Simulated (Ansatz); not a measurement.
# Lattice dynamics of Y2ClO2F (built on the sites of a database entry of YOF), part 2 of 2

Task: relax Y2ClO2F (built on the sites of a database entry of YOF), then find its harmonic phonons.

Ansatz 0.2.0; DFT PBEsol, scalar-relativistic, plane waves, PAW.

So far. Step 4 (Relaxing to small forces for the phonons): The largest force component left is 0.25 meV/Å and the pressure is 0.001 GPa, within the tolerances set. The cell now holds 15.32 Å³/atom. Step 5 (Modes at Γ): Before it was imposed, the acoustic sum rule was missed by 2.5e-4 eV/Å² and the charge sum rule by 0.0029 e. Small misses are needed for a sound result but don't prove that mesh and cutoff are converged. The relaxed cell has a = 3.968, c = 5.839 Å (conventional setting).

The structure was built from a prototype and need not be the compound's stable phase.

**6. The dispersion**

Stability and thermal properties need the whole zone. Linear response on a 2×2×2 q mesh gives force constants as far as a supercell of that size would, and the tensors from the zone-centre run are typed in so that the long-range dipole term is interpolated apart.

The input, input.yaml:

```yaml
crystal:
  lattice:
    - [3.9678556729, 0.0, 0.0]
    - [0.0, 3.9678556729, 0.0]
    - [0.0, 0.0, 5.8386826923]
  atoms:
    - { symbol: "Y", position: [0.5, 0.0, 0.6847744398] }
    - { symbol: "Y", position: [0.0, 0.5, 0.3152255602] }
    - { symbol: O, position: [0.0, 0.0, 0.5] }
    - { symbol: O, position: [0.5, 0.5, 0.5] }
    - { symbol: F, position: [0.5, 0.5, 0.0] }
    - { symbol: Cl, position: [0.0, 0.0, 0.0] }
kpoints:
  mp_grid: { grid: [6, 6, 4] }
hamiltonian:
  xc: pbesol
scf:
  occupations: { method: fixed }
output:
  eigenvalues: true
phonons:
  method: dfpt
  qmesh: [2, 2, 2]
  temperatures: { t_max: 1000, t_step: 50 }
  qpath:
    path:
      - [[0.0, 0.0, 0.0], [0.0, 0.5, 0.0], [0.5, 0.5, 0.0], [0.0, 0.0, 0.0], [0.0, 0.0, 0.5], [0.0, 0.5, 0.5], [0.5, 0.5, 0.5], [0.0, 0.0, 0.5]]
      - [[0.0, 0.5, 0.0], [0.0, 0.5, 0.5]]
      - [[0.5, 0.5, 0.0], [0.5, 0.5, 0.5]]
    npoints: 10
  non_analytic_term:
    high_frequency_dielectric_tensor: [[3.918, 0.0, 0.0], [0.0, 3.918, 0.0], [0.0, 0.0, 3.6947]]
    born_effective_charges:
      - { species: "Y", tensor: [[4.1527, 0.0, 0.0], [0.0, 3.7287, 0.0], [0.0, 0.0, 3.375]] }
      - { species: "Y", tensor: [[3.7287, 0.0, 0.0], [0.0, 4.1527, 0.0], [0.0, 0.0, 3.375]] }
      - { species: O, tensor: [[-2.705, 0.0, 0.0], [0.0, -2.705, 0.0], [0.0, 0.0, -2.1348]] }
      - { species: O, tensor: [[-2.7014, 0.0, 0.0], [0.0, -2.7014, 0.0], [0.0, 0.0, -1.6788]] }
      - { species: F, tensor: [[-1.4844, 0.0, 0.0], [0.0, -1.4844, 0.0], [0.0, 0.0, -1.424]] }
      - { species: Cl, tensor: [[-0.9905, 0.0, 0.0], [0.0, -0.9905, 0.0], [0.0, 0.0, -1.5123]] }
    source: "zone-centre run at this cell"
```

Run with:

```sh
ansatz run input.yaml --threads 8 --pin off --max-ram 14336MiB --backend cpu --events-out ev --progress --plain --runs-dir out
```

Numbers of over 12 decimals in the logs are rounded to 6 here.

What it wrote:

```text
Warning: phonons: the dynamical matrix that this run interpolates holds no multipole term above the dipole-dipole one, and a site of this crystal is no centre of inversion, so its interpolated transverse optical and acoustic branches and sound speeds can stay off near Gamma, and the density of states and the thermodynamics with them. What a run solves at a wave vector of phonons.qpoints, Gamma apart, where the deck admits one, is free of this, and under fd what a larger phonons.supercell samples
[...]
Crystal: 6 atoms, lattice volume = 91.924 Å³
Basis set: ecut = 420 eV, 1803 PW (Γ), exchange–correlation on 54×54×80 points (8 copies of the dense FFT grid, shifted against one another)
Bands: 30, of which v1, the nominal top of the filled ones, is band 24 counted from 1 (23 counted from 0)
Symmetry: 8 space group operations
k-points: 30 of 144 (time reversal used)
[...]
SCF iter   1: F=—  HF=-10585.642918 eV  |F-HF|=—  |Δ(HF+E_count)|=         —  Δρ=1.41e-2  dr2=1.55e-1  ethr=1.77e-3  ⟨swp⟩=5.0  Hψ=3302  notcnv=0  defer=115
[...]
SCF iter  13: F=-10585.604274 eV  HF=-10585.604274 eV  |F-HF|=1.82e-12  |Δ(HF+E_count)|=  3.64e-12  Δρ=2.93e-8  dr2=6.66e-13  ethr=1.00e-12  ⟨swp⟩=5.0  Hψ=3434  notcnv=0
SCF 1 converged in 13 iterations: F = -10585.604274 eV  dr2 = 6.66e-13
[...]
NSCF: frozen V_eff on 30 k-points
[...]
DFPT response loops at q = (0, 0, 0) (fractional): preconditioner auto → none (the input reference at scf.mixing.eps_inf says where Resta's filter doesn't serve); β = 0.50; Broyden in place of MSR1
[...]
SCF converged after 13 iterations
Free energy (F): -10585.604274 eV
[...]
Internal energy: -10585.604274 eV  (E = F + TS)
E sigma→0 (E₀):  -10585.604274 eV
Fermi energy:    7.264745 eV
[...]
--- Band table (eV; the first three rows and the last of 30) ---
  k-point 0: bands = [... 20 lower, 6.6769, 7.0269, 7.0269, 7.2400, 12.6616, 12.6931, 12.7916, 13.2012, ... 2 higher]
  k-point 1: bands = [... 20 lower, 6.7525, 6.7525, 7.1049, 7.1049, 12.7362, 12.7492, 13.1985, 13.7081, ... 2 higher]
  k-point 2: bands = [... 20 lower, 6.8049, 6.8049, 7.1906, 7.1906, 12.8556, 12.8583, 13.6007, 14.2397, ... 2 higher]
  k-point 29: bands = [... 20 lower, 6.5896, 6.6630, 7.1645, 7.1645, 12.3991, 12.3991, 13.2944, 14.5126, ... 2 higher]
--- Phonons (Γ-DFPT): 11 representative perturbations + reference (Σ response iterations 33) ---
  ASR residual: 3.491e-5 → 0.000e0 eV/Å²; symmetrization residual: 2.483e-6 eV/Å²
  ASR residual per site (eV/Å²): 6.61e-6 6.61e-6 3.49e-5 2.49e-5 1.03e-5 5.10e-6
[...]
--- Phonons (arbitrary-q DFPT): 6 irreducible q on the 2×2×2 mesh ---
  q = [0.0000, 0.0000, 0.0000] (star 1, of the zone-centre solve; hermiticity 3.18e-7, symmetrization 9.92e-14): -131.29 -0.00 0.00 0.00 34.66 34.66 184.60 184.60 251.86 263.49 280.63 280.63 332.03 332.03 370.07 476.32 482.55 482.55
  q = [0.0000, 0.0000, -0.5000] (star 1, 11 solved perturbations in 456 linear systems a pass and spin channel, the states on 48 of 144 k-point pairs; hermiticity 2.45e-5, symmetrization 3.88e-6): -88.75 -88.75 110.08 117.24 117.24 155.00 168.12 168.12 200.06 279.72 279.72 332.77 332.77 342.53 356.55 482.19 482.19 551.08
  q = [0.0000, -0.5000, 0.0000] (star 2, 18 solved perturbations on 48 of 144 k-point pairs; hermiticity 4.22e-7, symmetrization 2.10e-14): -131.33 95.70 110.56 133.18 137.76 195.81 213.90 223.80 232.66 245.87 257.87 274.64 386.89 406.27 414.91 416.30 502.29 521.17
[...]
sum rule: each row above includes the acoustic sum rule's correction from the zone centre's row sums; it moved no ω² by more than (0.77 cm⁻¹)²
  mesh force constants: q→R imaginary residual 9.79e-18; ASR residual 3.491e-5 → 0.000e0 eV/Å²; symmetrization residual 1.243e-14 eV/Å²
  interpolated dispersion: 94 rows × 18 modes
  density of states and harmonic sums: on the 16×16×12 q-mesh, interpolated from the force constants of a 2×2×2 supercell (with the dipole–dipole term of supplied tensors)
  largest difference from the sums on the solved wave vectors: F 5.98e-2 eV, S 8.61e-5 and C_V 2.57e-5 eV/K
  zero-point energy: 0.286912 eV/cell   skipped modes (ω ≤ 0): 554, of them read as no rigid motion or as one in doubt: 551 (1.698e0 modes/cell left out, lowest -158.70 cm⁻¹)   left out of the sums: 9.44e-2 of the cell's modes: C_V's classical limit lies that fraction below 3 k_B per atom; for a crystal, a wire or a layer, F and S can be off by more, and a phonons.interpolated_qmesh denser along its periods is the remedy for the sampling
```

It took 2.1 min on 8 threads of Arm Neoverse V2, shared host; peak memory 0.81 GiB.

Numbers from this step:

```
sum-rule residual before enforcement                    : 3.49e-5 eV/Å²
lowest frequency on the path                            : -158.7 cm⁻¹
highest frequency on the path or at a solved wavevector : 565 cm⁻¹
lowest mode on the q mesh (acoustic modes at Γ apart)   : -158.7 cm⁻¹
```

Frequencies (cm⁻¹) solved at each irreducible wavevector; negative means imaginary. Frequencies by wavevector, by row:

```
q in reciprocal lattice units  star  mode 1  mode 2  mode 3  mode 4  mode 16  mode 17  mode 18
                        0 0 0     1  -131.3       0       0       0    476.3    482.6    482.6
                     0 0 -0.5     1   -88.8   -88.8   110.1   117.2    482.2    482.2    551.1
                     0 -0.5 0     2  -131.3    95.7   110.6   133.2    416.3    502.3    521.2
                  0 -0.5 -0.5     2   -85.7    98.3   110.3   127.4    417.2    500.9    503.7
                  -0.5 -0.5 0     1  -158.7    -108    -108   143.6    383.7    563.9    563.9
               -0.5 -0.5 -0.5     1  -104.2  -104.2   -89.3   155.6    374.6      565      565
```

Interpolated from a 2×2×2 q mesh, rough between the solved points, with the LO-TO term (at Γ the limit along the path; where Γ stands inside the path, tables give the limit on arrival). The phonon branches at the labelled points (cm⁻¹):

```
    point  branch 1  branch 2  branch 3  branch 4  branch 15  branch 16  branch 17  branch 18
        Γ      -131         0         0         0        476        482        482        542
  halfway      -132       -36        73       101        445        465        492        535
        X      -131        96       111       133        415        416        502        521
  halfway      -153        34        48       149        373        402        545        551
        M      -159      -108      -108       144        343        384        564        564
  halfway      -150       -86       111       137        408        425        526        555
        Γ      -131         0         0         0        476        482        482        542
  halfway       -75       -75        47        93        366        482        482        551
        Z       -89       -89       110       117        357        482        482        551
  halfway       -72        22       109       131        460        464        472        504
        R       -86        98       110       127        417        417        501        504
  halfway       -87        35        56       144        367        401        544        544
        A      -104      -104       -89       156        333        375        565        565
  halfway       -84        32        78       114        409        442        518        529
        Z       -89       -89       110       117        357        482        482        551
jump to X      -131        96       111       133        415        416        502        521
  halfway      -109        97       113       128        414        416        502        513
        R       -86        98       110       127        417        417        501        504
jump to M      -159      -108      -108       144        343        384        564        564
  halfway      -132      -106      -106       164        339        380        564        564
        A      -104      -104       -89       156        333        375        565        565
```

Tetrahedra on a 16×16×12 mesh, mean over bins of 10 cm-1. Interpolated from a 2×2×2 q mesh, rough between the solved points. Table of phonon density of states by wavenumber; read off at these points:

```
wavenumber (cm⁻¹)  phonon density of states (1/cm⁻¹/cell)
             -155                                 0.00597
             -135                                  0.0155
             -105                                  0.0134
              -85                                  0.0238
              -55                                 0.00842
              -35                                 0.00536
               -5                                 0.00405
               15                                 0.00423
               45                                 0.00803
               65                                  0.0121
               95                                  0.0282
              115                                  0.0204
              145                                  0.0446
              165                                  0.0404
              175                                  0.0513
              195                                  0.0433
              205                                  0.0521
              215                                  0.0302
              245                                  0.0600
              265                                  0.0518
              285                                  0.0678
              295                                  0.0639
              315                                  0.0186
              345                                  0.0195
              365                                  0.0348
              375                                  0.0505
              395                                  0.0215
              415                                  0.0254
              445                                  0.0218
              465                                  0.0108
              495                                  0.0133
              515                                  0.0270
              545                                  0.0281
              565                                  0.0104
```

The partial phonon density of states has structure finer than the step of the table below, so its rows give means over 25 cm⁻¹, whole bins alone (the curve runs from -169 to 591 cm⁻¹). Peaks (cm⁻¹: height): Cl -82.7: 0.00392, 285.4: 0.0300; F -130.5: 0.0108, -87.5: 0.0129, 204.1: 0.0114, 290.1: 0.0228; O 376.2: 0.0405, 533.9: 0.0267; Y -82.7: 0.00756, 103.7: 0.0207, 175.4: 0.0325, 242.3: 0.0328.

Phonopy on the run's constants, 15x15x9 mesh, Gaussian sigma 5.4 cm-1. Interpolated from a 2×2×2 q mesh, rough between the solved points. Table of partial phonon density of states by wavenumber; means over each step; values in 1/cm⁻¹/cell:

```
wavenumber (cm⁻¹)       Cl        F        O        Y
             -150   1.2e-4  0.00537   6.8e-4  0.00187
             -125   2.8e-4  0.00910   9.2e-4  0.00265
             -100  0.00211  0.00992   4.0e-4  0.00431
              -75  0.00335  0.00693   3.5e-4  0.00579
              -50  0.00244  0.00251   2.7e-4  0.00363
              -25  0.00120  0.00127   1.7e-4  0.00198
                0   2.9e-4   2.9e-4   6.1e-5   6.7e-4
               25   7.0e-4   6.9e-4   1.7e-4  0.00185
               50  0.00246  0.00247   4.2e-4  0.00555
               75  0.00260  0.00289   8.0e-4   0.0104
              100  0.00377  0.00402  0.00128   0.0184
              125  0.00453  0.00406  0.00126   0.0172
              150  0.00559  0.00605  0.00168   0.0312
              175  0.00531  0.00891  0.00139   0.0310
              200  0.00717   0.0102  0.00131   0.0253
              225  0.00958  0.00556  0.00130   0.0203
              250   0.0193  0.00866  0.00254   0.0276
              275   0.0266   0.0144  0.00247   0.0147
              300   0.0173   0.0131   0.0114  0.00539
              325   7.9e-4   4.0e-4   0.0169  0.00130
              350   3.4e-4   4.3e-4   0.0204   9.3e-4
              375  0.00141   9.5e-4   0.0354  0.00149
              400  0.00113   2.8e-4   0.0206   7.6e-4
              425   8.2e-4   3.2e-4   0.0198   8.4e-4
              450   4.4e-4   2.8e-4   0.0161   7.5e-4
              475   6.6e-5   6.5e-5   0.0112   2.7e-4
              500   1.1e-4   1.5e-4   0.0179   7.6e-4
              525   1.3e-4   3.0e-4   0.0259  0.00181
              550   9.8e-5   1.9e-4   0.0235  0.00127
              575   1.1e-5   1.4e-5  0.00335   5.6e-5
```

Symmetry leaves 6 wavevectors to solve. The lowest mode among them, the acoustic zeros apart, lies at q = (-0.5, -0.5, 0) and is imaginary, 158.7i cm⁻¹, so the energy falls along it.

**7. Another isotope, element Cl, natural mass 35.45 amu**

An isotope changes the mass and not the force constants, so no new electronic calculation is needed; the shifts show which modes move this element.

The same force constants with the mass of Cl changed from 35.450 to 36.966 u (phonopy, no LO-TO term). Both lists are sorted by frequency; levels can cross, so a row need not hold one and the same mode. Modes under 3 cm⁻¹ are left out. Isotope shifts, by row, the first 40 of 60 rows:

```
       q  rank  natural mass (cm⁻¹)  changed mass (cm⁻¹)
   0 0 0     1               -131.3               -131.1
   0 0 0     5                34.66                34.48
   0 0 0     6                34.66                34.48
   0 0 0     7                184.6                184.3
   0 0 0     8                184.6                184.3
   0 0 0     9                251.9                248.7
   0 0 0    10                263.5                263.5
   0 0 0    11                280.6                277.4
   0 0 0    12                280.6                277.4
   0 0 0    13                  332                  332
   0 0 0    14                  332                  332
   0 0 0    15                370.1                  369
   0 0 0    16                476.3                475.7
   0 0 0    17                482.6                482.5
   0 0 0    18                482.6                482.5
0 0 -0.5     1               -88.75               -88.38
0 0 -0.5     2               -88.75               -88.38
0 0 -0.5     3                110.1                109.8
0 0 -0.5     4                117.2                116.7
0 0 -0.5     5                117.2                116.7
0 0 -0.5     6                  155                  155
0 0 -0.5     7                168.1                168.1
0 0 -0.5     8                168.1                168.1
0 0 -0.5     9                200.1                198.7
0 0 -0.5    10                279.7                276.6
0 0 -0.5    11                279.7                276.6
0 0 -0.5    12                332.8                332.6
0 0 -0.5    13                332.8                332.6
0 0 -0.5    14                342.5                338.6
0 0 -0.5    15                356.6                356.6
0 0 -0.5    16                482.2                482.2
0 0 -0.5    17                482.2                482.2
0 0 -0.5    18                551.1                551.1
0 -0.5 0     1               -131.3               -131.3
0 -0.5 0     2                 95.7                 95.7
0 -0.5 0     3                110.6                110.3
0 -0.5 0     4                133.2                132.7
0 -0.5 0     5                137.8                137.2
0 -0.5 0     6                195.8                194.3
0 -0.5 0     7                213.9                212.6
```

A mode of this element alone would shift by -2.07 %. The highest zone-centre frequency without the field goes from 482.6 to 482.5 cm⁻¹ (-0.0 %).

**8. Isotope substitution, element O, natural mass 15.999 amu**

The same for O, from 16.00 to 18.00 u.

A mode of this element alone would shift by -5.72 %. The highest zone-centre frequency without the field goes from 482.6 to 455.1 cm⁻¹ (-5.7 %).

**9. Results**

```
space group after relaxation (within 0.01 Å)            : P-4m2
volume per atom                                         : 15.3 Å³
gap on the k-mesh                                       : 5.03 eV
highest optical mode at the zone centre (no LO-TO term) : 483 cm⁻¹
top of the zone-centre spectrum with the field          : 551 cm⁻¹
lowest optical zone-centre mode                         : -131 cm⁻¹
mean high-frequency dielectric constant                 : 3.84
largest Born charge (third of the trace)                : 3.75 e
lowest mode on the q mesh (acoustic modes at Γ apart)   : -159 cm⁻¹
highest frequency on the path or at a solved wavevector : 565 cm⁻¹
imaginary modes on the 2×2×2 q mesh                     : yes
```

**Reading.** Modes are clearly imaginary (beyond 10i cm⁻¹) at 6 of the 6 irreducible wavevectors, most at q = (-0.5, -0.5, 0) (158.7i cm⁻¹), so this structure is not a minimum of the energy. Without the field, the optical modes at Γ span -131 to 483 cm⁻¹ (negative means imaginary). The highest mode in this list at Γ, 482.6 cm⁻¹, is mostly motion of O (100 % of the kinetic energy). With the macroscopic field of the longitudinal modes the top of the zone-centre spectrum lies at 551 cm⁻¹, against 483 cm⁻¹ without it. Among the real modes, the strongest infrared line is at 332 cm⁻¹. The q mesh stands for a supercell only 7.9 Å across, so branches between the solved wavevectors are rough. The program warns that the interpolation holds no quadrupole term, so branches close to Γ can be off in this crystal. The starting cell was built on a prototype and not taken from a measurement, so the phase need not exist. These are harmonic frequencies at zero temperature: anharmonic shifts, linewidths and thermal expansion are left out.

[Logs are printed without paths, hosts, clocks, repeated set-up lines and the standing remarks that a program may print on its own settings, such as how far it seeks lower states.]

[Hosts, paths, dates, database ids (printed as entryN), source tags and the programs' standing remarks are cut or masked in the printed files.]
